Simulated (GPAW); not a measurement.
**Work function of a 8-layer slab of Ir(100) at several levels**

Wanted: work functions and dipole of a 8-layer slab of Ir(100), with the cost of each level.

Method: GPAW, PAW setups; slab in vacuum, relaxation, in the first sound run; inputs show where later runs differ, in GPAW 26.7.0.

This is a report of a sequence of runs, with most program output left out.

### Step 1. The starting structure

The cell holds 8 atoms: 8 Ir. Cell: a = 2.715 Å, b = 2.715 Å, c = 29.440 Å, α = 90.0°, β = 90.0°, γ = 90.0°. Vacuum lies along c.

Coordinates:

```
Ir
1.0
     2.71529    0.00000    0.00000
     0.00000    2.71529    0.00000
     0.00000    0.00000   29.44000
Ir
8
Direct
  0.50000 0.50000 0.27174
  0.00000 0.00000 0.33696
  0.50000 0.50000 0.40217
  0.00000 0.00000 0.46739
  0.50000 0.50000 0.53261
  0.00000 0.00000 0.59783
  0.50000 0.50000 0.66304
  0.00000 0.00000 0.72826
```

### Step 2. Relaxation

Forces are removed first; all later runs use this geometry. The lowest 4 atoms are held at bulk positions and keep their forces.

run.py reads:

```python
import json
import numpy as np
from ase import Atoms
from ase.constraints import FixAtoms
from ase.optimize import BFGS
from gpaw import GPAW, PW

slab = Atoms(
    ['Ir', 'Ir', 'Ir', 'Ir', 'Ir', 'Ir', 'Ir', 'Ir'],
    positions=[
        [1.35765, 1.35765, 8.00000],
        [0.00000, 0.00000, 9.92000],
        [1.35765, 1.35765, 11.84000],
        [0.00000, 0.00000, 13.76000],
        [1.35765, 1.35765, 15.68000],
        [0.00000, 0.00000, 17.60000],
        [1.35765, 1.35765, 19.52000],
        [0.00000, 0.00000, 21.44000]],
    cell=[[2.71529, 0.0, 0.0], [0.0, 2.71529, 0.0], [0.0, 0.0, 29.44]],
    pbc=[True, True, False])

slab.calc = GPAW(mode=PW(400), xc='PBE', kpts={'size': (12, 12, 1), 'gamma': True},
                 occupations={'name': 'fermi-dirac', 'width': 0.1}, nbands='160%',
                 convergence={'density': 1e-05}, maxiter=200,
                 poissonsolver={'dipolelayer': 'xy'},
                 symmetry={'tolerance': 1e-3, 'extra_ids': [1, 1, 1, 1, 0, 0, 0, 0]}, txt='slab.txt')
result = {}
slab.set_constraint(FixAtoms([0, 1, 2, 3]))
path = []
opt = BFGS(slab, maxstep=0.2)
opt.attach(lambda: path.append((slab.get_potential_energy(), slab.positions.tolist(), slab.get_forces().tolist())))
result['relaxed'] = bool(opt.run(fmax=0.03, steps=40))
result['path'] = path
energy = slab.get_potential_energy()
fermi = slab.calc.get_fermi_level()
v = slab.calc.get_electrostatic_potential().mean((0, 1)) - fermi
n = slab.calc.get_pseudo_density().mean((0, 1))
L = slab.cell[2, 2]
z = np.arange(len(v)) * L / len(v)
low, high = slab.positions[:, 2].min(), slab.positions[:, 2].max()
below, above = np.interp([low - 5.8, high + 5.8], z, v)
slopes = [np.interp(x, z, np.gradient(v, z)) for x in (low - 5.8, high + 5.8)]
eps = np.array([[slab.calc.get_eigenvalues(k, s) for k in range(len(slab.calc.get_ibz_k_points()))]
                for s in range(slab.calc.get_number_of_spins())]) - fermi
top, bottom = eps[eps < 0].max(), eps[eps > 0].min()
dipole = slab.get_dipole_moment()[2]
print(f'energy {energy:.4f} eV, Fermi level {fermi:.4f} eV, dipole {dipole:.5f} e A')
print(f'potential 5.8 A off the faces, from the Fermi level: lower {below:.4f} eV, upper {above:.4f} eV')
print(f'slope of the potential there: lower {slopes[0]:.5f}, upper {slopes[1]:.5f} eV/A')
print(f'nearest levels on the mesh: {top:.4f} and {bottom:.4f} eV')
print('magnetic moment', round(slab.get_magnetic_moment(), 3))
result.update(energy=energy, fermi=fermi, dipole=dipole, below=below, above=above, slopes=slopes, edges=[top, bottom],
              z=z.tolist(), v=v.tolist(), n=n.tolist(), positions=slab.positions.tolist(),
              forces=slab.get_forces(apply_constraint=False).tolist(), moments=slab.get_magnetic_moments().tolist())
json.dump(result, open('result.json', 'w'))
```

Launch:

```bash
> OMP_NUM_THREADS=1 OPENBLAS_NUM_THREADS=1 python run.py
```

The job ended after 52 min (1 thread of Intel Xeon Platinum 8488C (Sapphire Rapids), shared host; peak memory 0.38 GiB).

Step by step:

```csv
step,energy less that of the first step (eV),largest force (eV/Å)
1,0.0000,1.0424
2,-0.0203,0.7347
3,-0.0406,0.1718
4,-0.0412,0.1433
5,-0.0420,0.1080
6,-0.0430,0.1475
7,-0.0437,0.1237
8,-0.0443,0.1175
9,-0.0451,0.1385
10,-0.0458,0.1141
11,-0.0460,0.0554
12,-0.0461,0.0335
13,-0.0461,0.0119
```

The atoms that moved most (Å):

```csv
atom,dx,dy,dz,length
Ir7,0.000,0.000,0.093,0.093
Ir6,0.000,0.000,0.049,0.049
Ir5,0.000,0.000,0.026,0.026
Ir8,0.000,0.000,0.017,0.017
```

The relaxed structure:

```xyz
8
Lattice="2.7153 0.0000 0.0000 0.0000 2.7153 0.0000 0.0000 0.0000 29.4400" Properties=species:S:1:pos:R:3
Ir    1.3576    1.3576    8.0000
Ir    0.0000    0.0000    9.9200
Ir    1.3576    1.3576   11.8400
Ir    0.0000    0.0000   13.7600
Ir    1.3576    1.3576   15.7062
Ir    0.0000    0.0000   17.6494
Ir    1.3576    1.3576   19.6128
Ir    0.0000    0.0000   21.4572
```

Numbers from this step:

| Property | Result |
| --- | --- |
| dipole along the normal | -3.02e-4 e·Å |
| levels nearest the Fermi level on the mesh | -0.003017, 0.02032 eV from the Fermi level |
| upper work function | 5.539 eV |
| lower work function | 5.538 eV |

The electrostatic potential energy of an electron (without an applied field's), less the Fermi level, planar mean oscillates, so the rows of the table below give means over windows of 1.89 Å about each position, cut where the curve ends. Its maxima inside the range that stand out by 2 % of the span (Å: eV): 8.9: -4.32, 10.8: -4.83, 12.8: -4.76, 14.7: -4.33, 16.7: -4.42, 18.6: -4.12, 20.5: -5.57. Its minima: 8.0: -26.0, 9.9: -26.6, 11.9: -26.6, 13.8: -26.7, 15.7: -26.5, 17.7: -26.6, 19.7: -26.6, 21.4: -26.1.

Table of electrostatic potential energy of an electron (without an applied field's), less the Fermi level, planar mean by z; means over each step:

```csv
z (Å),"electrostatic potential energy of an electron (without an applied field's), less the Fermi level, planar mean (eV)"
0.94,5.54
2.83,5.54
4.73,5.51
6.62,1.37
8.51,-14.3
10.40,-14.9
12.29,-14.9
14.18,-14.7
16.07,-14.8
17.96,-14.7
19.85,-15.3
21.74,-12.9
23.62,5.02
25.52,5.54
27.41,5.54
29.30,5.54
```

The pseudo valence density, planar mean oscillates, so the rows of the table below give means over windows of 1.89 Å about each position, cut where the curve ends. Its maxima inside the range that stand out by 2 % of the span (Å: e/Å³): 8.0: 1.99, 9.9: 1.99, 11.8: 1.97, 13.7: 1.93, 15.8: 1.96, 17.7: 2.00, 19.6: 1.98, 21.4: 1.99. Its minima: 9.0: 0.496, 10.9: 0.493, 12.8: 0.489, 14.7: 0.472, 16.6: 0.478, 18.7: 0.470, 20.6: 0.550.

The pseudo valence density, planar mean by z; means over each step:

z (Å), pseudo valence density, planar mean (e/Å³) and a bar:
```
     2.83       0.00 
     4.73       0.00 
     6.62       0.18 #####
     8.51       1.06 #############################
    10.40       1.06 #############################
    12.29       1.06 #############################
    14.18       1.05 #############################
    16.07       1.06 #############################
    17.96       1.05 #############################
    19.85       1.08 ##############################
    21.74       0.98 ###########################
    23.62       0.02 #
    25.52       0.00
```

The relaxation lowered the energy of the cell by 0.0461 eV (energies extrapolated to zero smearing; the optimiser's log prints free energies). The largest force left on a free atom is 0.012 eV/Å.

### Step 3. The slab's potential

The work function is the vacuum plateau of the electrostatic potential less the Fermi level; a dipole layer lets the two faces have plateaus of their own.

This step: GPAW, PAW setups; slab in vacuum (GPAW 26.7.0).

run.py: that of step 2 with these lines changed.

```diff
@@ -3,4 +3,2 @@
 from ase import Atoms
-from ase.constraints import FixAtoms
-from ase.optimize import BFGS
 from gpaw import GPAW, PW
@@ -14,6 +12,6 @@
         [0.00000, 0.00000, 13.76000],
-        [1.35765, 1.35765, 15.68000],
-        [0.00000, 0.00000, 17.60000],
-        [1.35765, 1.35765, 19.52000],
-        [0.00000, 0.00000, 21.44000]],
+        [1.35765, 1.35765, 15.70623],
+        [0.00000, 0.00000, 17.64936],
+        [1.35765, 1.35765, 19.61277],
+        [-0.00000, 0.00000, 21.45720]],
     cell=[[2.71529, 0.0, 0.0], [0.0, 2.71529, 0.0], [0.0, 0.0, 29.44]],
@@ -25,10 +23,4 @@
                  poissonsolver={'dipolelayer': 'xy'},
-                 symmetry={'tolerance': 1e-3, 'extra_ids': [1, 1, 1, 1, 0, 0, 0, 0]}, txt='slab.txt')
+                 symmetry={'tolerance': 1e-3}, txt='slab.txt')
 result = {}
-slab.set_constraint(FixAtoms([0, 1, 2, 3]))
-path = []
-opt = BFGS(slab, maxstep=0.2)
-opt.attach(lambda: path.append((slab.get_potential_energy(), slab.positions.tolist(), slab.get_forces().tolist())))
-result['relaxed'] = bool(opt.run(fmax=0.03, steps=40))
-result['path'] = path
 energy = slab.get_potential_energy()
```

The job ended after 6.1 min (1 thread; peak memory 0.38 GiB).

Numbers from this step:

| Quantity | Value |
| --- | --- |
| dipole along the normal | 1.20e-5 e·Å |
| levels nearest the Fermi level on the mesh | -0.002994, 0.02032 eV from the Fermi level |

The electrostatic potential energy of an electron (without an applied field's), less the Fermi level, planar mean oscillates, so the rows of the table below give means over windows of 1.89 Å about each position, cut where the curve ends. Its maxima inside the range that stand out by 2 % of the span (Å: eV): 8.9: -4.32, 10.8: -4.83, 12.8: -4.76, 14.7: -4.33, 16.7: -4.42, 18.6: -4.12, 20.5: -5.57. Its minima: 8.0: -26.0, 9.9: -26.6, 11.9: -26.6, 13.8: -26.7, 15.7: -26.5, 17.7: -26.6, 19.7: -26.6, 21.4: -26.1.

The electrostatic potential energy of an electron (without an applied field's), less the Fermi level, planar mean by z; means over each step:

(Unchanged from step 2.)

The pseudo valence density, planar mean oscillates, so the rows of the table below give means over windows of 1.89 Å about each position, cut where the curve ends. Its maxima inside the range that stand out by 2 % of the span (Å: e/Å³): 8.0: 1.99, 9.9: 1.99, 11.8: 1.97, 13.7: 1.93, 15.8: 1.96, 17.7: 2.00, 19.6: 1.98, 21.4: 1.99. Its minima: 9.0: 0.496, 10.9: 0.493, 12.8: 0.489, 14.7: 0.472, 16.6: 0.478, 18.7: 0.470, 20.6: 0.550.

Pseudo valence density, planar mean against z; means over each step:

```csv
z (Å),"pseudo valence density, planar mean (e/Å³)"
2.83,6.2e-6
4.73,0.00103
6.62,0.184
8.51,1.06
10.40,1.06
12.29,1.06
14.18,1.05
16.07,1.06
17.96,1.05
19.85,1.08
21.74,0.977
23.62,0.0220
25.52,1.3e-4
```

Force by atom:

```csv
atom,x (eV/Å),y (eV/Å),z (eV/Å),size
Ir1,0.00,0.00,0.70,0.70
Ir2,0.00,0.00,-1.05,1.05
Ir3,0.00,0.00,-0.03,0.03
Ir4,0.00,0.00,0.38,0.38
Ir5,0.00,0.00,-0.01,0.01
Ir6,0.00,0.00,0.01,0.01
Ir7,0.00,0.00,0.00,0.00
Ir8,0.00,0.00,-0.01,0.01
```

The potential is flat to 1.3e-4 eV/Å where it is read, so the vacuum is wide enough.

### Step 4. Self-consistent run: xc = "vdW-DF2"

The same geometry under vdW-DF2, to see how far the functional moves the levels against the vacuum (the van der Waals functionals take revPBE setups).

run.py: that of step 3 with these lines changed.

```diff
@@ -19,3 +19,3 @@
 
-slab.calc = GPAW(mode=PW(400), xc='PBE', kpts={'size': (12, 12, 1), 'gamma': True},
+slab.calc = GPAW(mode=PW(400), xc='vdW-DF2', kpts={'size': (12, 12, 1), 'gamma': True},
                  occupations={'name': 'fermi-dirac', 'width': 0.1}, nbands='160%',
```

Elapsed: 6.8 min, on 1 thread; peak memory 0.52 GiB.

Numbers from this step:

- dipole along the normal: -3.46e-5 e·Å
- levels nearest the Fermi level on the mesh: -0.01492, 0.01646 eV from the Fermi level
- upper work function: 5.811 eV
- lower work function: 5.808 eV

The electrostatic potential energy of an electron (without an applied field's), less the Fermi level, planar mean oscillates, so the rows of the table below give means over windows of 1.89 Å about each position, cut where the curve ends. Its maxima inside the range that stand out by 2 % of the span (Å: eV): 8.9: -4.70, 10.8: -5.18, 12.8: -5.12, 14.7: -4.70, 16.7: -4.78, 18.6: -4.49, 20.5: -5.93. Its minima: 8.0: -26.1, 9.9: -26.8, 11.9: -26.8, 13.8: -26.9, 15.7: -26.7, 17.7: -26.8, 19.7: -26.8, 21.4: -26.3.

The electrostatic potential energy of an electron (without an applied field's), less the Fermi level, planar mean by z; means over each step:

```csv
z (Å),"electrostatic potential energy of an electron (without an applied field's), less the Fermi level, planar mean (eV)"
0.94,5.81
2.83,5.81
4.73,5.77
6.62,1.40
8.51,-14.6
10.40,-15.2
12.29,-15.2
14.18,-15.0
16.07,-15.1
17.96,-15.0
19.85,-15.6
21.74,-13.1
23.62,5.20
25.52,5.81
27.41,5.81
29.30,5.81
```

The pseudo valence density, planar mean oscillates, so the rows of the table below give means over windows of 1.89 Å about each position, cut where the curve ends. Its maxima inside the range that stand out by 2 % of the span (Å: e/Å³): 8.0: 1.99, 9.9: 2.00, 11.8: 1.97, 13.7: 1.93, 15.8: 1.97, 17.7: 2.01, 19.6: 1.98, 21.4: 2.00. Its minima: 9.0: 0.492, 10.9: 0.489, 12.8: 0.485, 14.7: 0.468, 16.6: 0.474, 18.7: 0.466, 20.6: 0.546.

Pseudo valence density, planar mean against z; means over each step:

```csv
z (Å),"pseudo valence density, planar mean (e/Å³)"
2.83,1.1e-5
4.73,0.00130
6.62,0.184
8.51,1.05
10.40,1.06
12.29,1.06
14.18,1.05
16.07,1.06
17.96,1.05
19.85,1.08
21.74,0.976
23.62,0.0228
25.52,1.8e-4
```

Force by atom:

```csv
atom,x (eV/Å),y (eV/Å),z (eV/Å),size
Ir1,0.00,0.00,-0.84,0.84
Ir2,0.00,0.00,-1.02,1.02
Ir3,0.00,0.00,-0.02,0.02
Ir4,0.00,0.00,0.40,0.40
Ir5,0.00,0.00,-0.01,0.01
Ir6,0.00,0.00,0.03,0.03
Ir7,0.00,0.00,-0.13,0.13
Ir8,0.00,0.00,1.61,1.61
```

The upper face's work function is 5.811 eV, against 5.539 eV in the first plane-wave PBE run at this geometry.

### Step 5. Self-consistent run: xc = "LDA"

The same geometry under LDA, to see how far the functional moves the levels against the vacuum.

run.py: that of step 4 with these lines changed.

```diff
@@ -19,3 +19,3 @@
 
-slab.calc = GPAW(mode=PW(400), xc='vdW-DF2', kpts={'size': (12, 12, 1), 'gamma': True},
+slab.calc = GPAW(mode=PW(400), xc='LDA', kpts={'size': (12, 12, 1), 'gamma': True},
                  occupations={'name': 'fermi-dirac', 'width': 0.1}, nbands='160%',
```

Elapsed: 9.3 min, on 1 thread; peak memory 0.38 GiB.

This step gave:

| Item | Value |
| --- | --- |
| dipole along the normal | 1.53e-4 e·Å |
| levels nearest the Fermi level on the mesh | -0.001025, 0.01044 eV from the Fermi level |
| upper work function | 5.885 eV |
| lower work function | 5.887 eV |

The electrostatic potential energy of an electron (without an applied field's), less the Fermi level, planar mean oscillates, so the rows of the table below give means over windows of 1.89 Å about each position, cut where the curve ends. Its maxima inside the range that stand out by 2 % of the span (Å: eV): 8.9: -3.94, 10.8: -4.45, 12.8: -4.38, 14.7: -3.96, 16.7: -4.05, 18.6: -3.75, 20.5: -5.19. Its minima: 8.0: -25.7, 9.9: -26.3, 11.9: -26.3, 13.8: -26.4, 15.7: -26.2, 17.7: -26.3, 19.7: -26.3, 21.4: -25.8.

Electrostatic potential energy of an electron (without an applied field's), less the Fermi level, planar mean against z; means over each step:

```csv
z (Å),"electrostatic potential energy of an electron (without an applied field's), less the Fermi level, planar mean (eV)"
0.94,5.89
2.83,5.89
4.73,5.86
6.62,1.71
8.51,-14.0
10.40,-14.6
12.29,-14.6
14.18,-14.4
16.07,-14.4
17.96,-14.4
19.85,-14.9
21.74,-12.6
23.62,5.37
25.52,5.88
27.41,5.88
29.30,5.89
```

The upper face's work function is 5.885 eV, against 5.539 eV in the first plane-wave PBE run at this geometry.

### Step 6. Self-consistent run: xc = "revPBE"

The same geometry under revPBE, to see how far the functional moves the levels against the vacuum.

run.py: that of step 5 with these lines changed.

```diff
@@ -19,3 +19,3 @@
 
-slab.calc = GPAW(mode=PW(400), xc='LDA', kpts={'size': (12, 12, 1), 'gamma': True},
+slab.calc = GPAW(mode=PW(400), xc='revPBE', kpts={'size': (12, 12, 1), 'gamma': True},
                  occupations={'name': 'fermi-dirac', 'width': 0.1}, nbands='160%',
```

Elapsed: 5.9 min, on 1 thread; peak memory 0.38 GiB.

This step gave:

```yaml
dipole_along_the_normal: -1.43e-5 e·Å
levels_nearest_the_fermi_level_on_the_mesh: -0.003238, 0.02115 eV from the Fermi level
upper_work_function: 5.407 eV
lower_work_function: 5.405 eV
```

The upper face's work function is 5.407 eV, against 5.539 eV in the first plane-wave PBE run at this geometry.

### Step 7. Self-consistent run: xc = "RPBE"

The same geometry under RPBE, to see how far the functional moves the levels against the vacuum.

run.py: that of step 6 with these lines changed.

```diff
@@ -19,3 +19,3 @@
 
-slab.calc = GPAW(mode=PW(400), xc='revPBE', kpts={'size': (12, 12, 1), 'gamma': True},
+slab.calc = GPAW(mode=PW(400), xc='RPBE', kpts={'size': (12, 12, 1), 'gamma': True},
                  occupations={'name': 'fermi-dirac', 'width': 0.1}, nbands='160%',
```

Wall time 6 min (1 thread); peak memory 0.38 GiB.

Numbers from this step:

```
dipole along the normal                    : -5.10e-6 e·Å
levels nearest the Fermi level on the mesh : -0.003268, 0.02146 eV from the Fermi level
upper work function                        : 5.388 eV
lower work function                        : 5.386 eV
```

The upper face's work function is 5.388 eV, against 5.539 eV in the first plane-wave PBE run at this geometry.

### Step 8. OptPBE vdW: xc = "optPBE-vdW"

The same geometry under optPBE-vdW, to see how far the functional moves the levels against the vacuum (the van der Waals functionals take revPBE setups).

run.py: that of step 7 with these lines changed.

```diff
@@ -19,3 +19,3 @@
 
-slab.calc = GPAW(mode=PW(400), xc='RPBE', kpts={'size': (12, 12, 1), 'gamma': True},
+slab.calc = GPAW(mode=PW(400), xc='optPBE-vdW', kpts={'size': (12, 12, 1), 'gamma': True},
                  occupations={'name': 'fermi-dirac', 'width': 0.1}, nbands='160%',
```

The job ended after 5.8 min (1 thread; peak memory 0.52 GiB).

This step gave:

```
dipole along the normal                    : -4.59e-5 e·Å
levels nearest the Fermi level on the mesh : -0.007718, 0.02265 eV from the Fermi level
upper work function                        : 5.699 eV
lower work function                        : 5.697 eV
```

The electrostatic potential energy of an electron (without an applied field's), less the Fermi level, planar mean oscillates, so the rows of the table below give means over windows of 1.89 Å about each position, cut where the curve ends. Its maxima inside the range that stand out by 2 % of the span (Å: eV): 8.9: -4.36, 10.8: -4.85, 12.8: -4.78, 14.7: -4.36, 16.7: -4.45, 18.6: -4.15, 20.5: -5.60. Its minima: 8.0: -25.9, 9.9: -26.5, 11.9: -26.5, 13.8: -26.6, 15.7: -26.4, 17.7: -26.5, 19.7: -26.5, 21.4: -26.0.

Electrostatic potential energy of an electron (without an applied field's), less the Fermi level, planar mean against z; means over each step:

```csv
z (Å),"electrostatic potential energy of an electron (without an applied field's), less the Fermi level, planar mean (eV)"
0.94,5.70
2.83,5.70
4.73,5.66
6.62,1.44
8.51,-14.3
10.40,-14.9
12.29,-14.9
14.18,-14.7
16.07,-14.7
17.96,-14.6
19.85,-15.2
21.74,-12.8
23.62,5.14
25.52,5.69
27.41,5.70
29.30,5.70
```

The upper face's work function is 5.699 eV, against 5.539 eV in the first plane-wave PBE run at this geometry.

### Step 9. Real-space grid: mode = "fd"

A real-space grid is a second complete basis, so it checks the plane-wave result.

run.py: that of step 8 with these lines changed.

```diff
@@ -3,3 +3,3 @@
 from ase import Atoms
-from gpaw import GPAW, PW
+from gpaw import GPAW
 
@@ -19,3 +19,3 @@
 
-slab.calc = GPAW(mode=PW(400), xc='optPBE-vdW', kpts={'size': (12, 12, 1), 'gamma': True},
+slab.calc = GPAW(mode='fd', h=0.18, xc='PBE', kpts={'size': (12, 12, 1), 'gamma': True},
                  occupations={'name': 'fermi-dirac', 'width': 0.1}, nbands='160%',
```

The job ended after 56 min (1 thread; peak memory 2.6 GiB).

Numbers from this step:

| Quantity | Value |
| --- | --- |
| dipole along the normal | -3.02e-5 e·Å |
| levels nearest the Fermi level on the mesh | -0.003728, 0.02127 eV from the Fermi level |
| upper work function | 5.540 eV |
| lower work function | 5.539 eV |

The upper face's work function is 5.540 eV, against 5.539 eV in the first plane-wave PBE run at this geometry.

(Part 1 of 2 ends here.)

[Logs are printed without paths, hosts, clocks, repeated set-up lines and the standing remarks that a program may print on its own settings, such as how far it seeks lower states.]

[Hosts, paths, dates, database ids (printed as entryN), source tags and the programs' standing remarks are cut or masked in the printed files.]
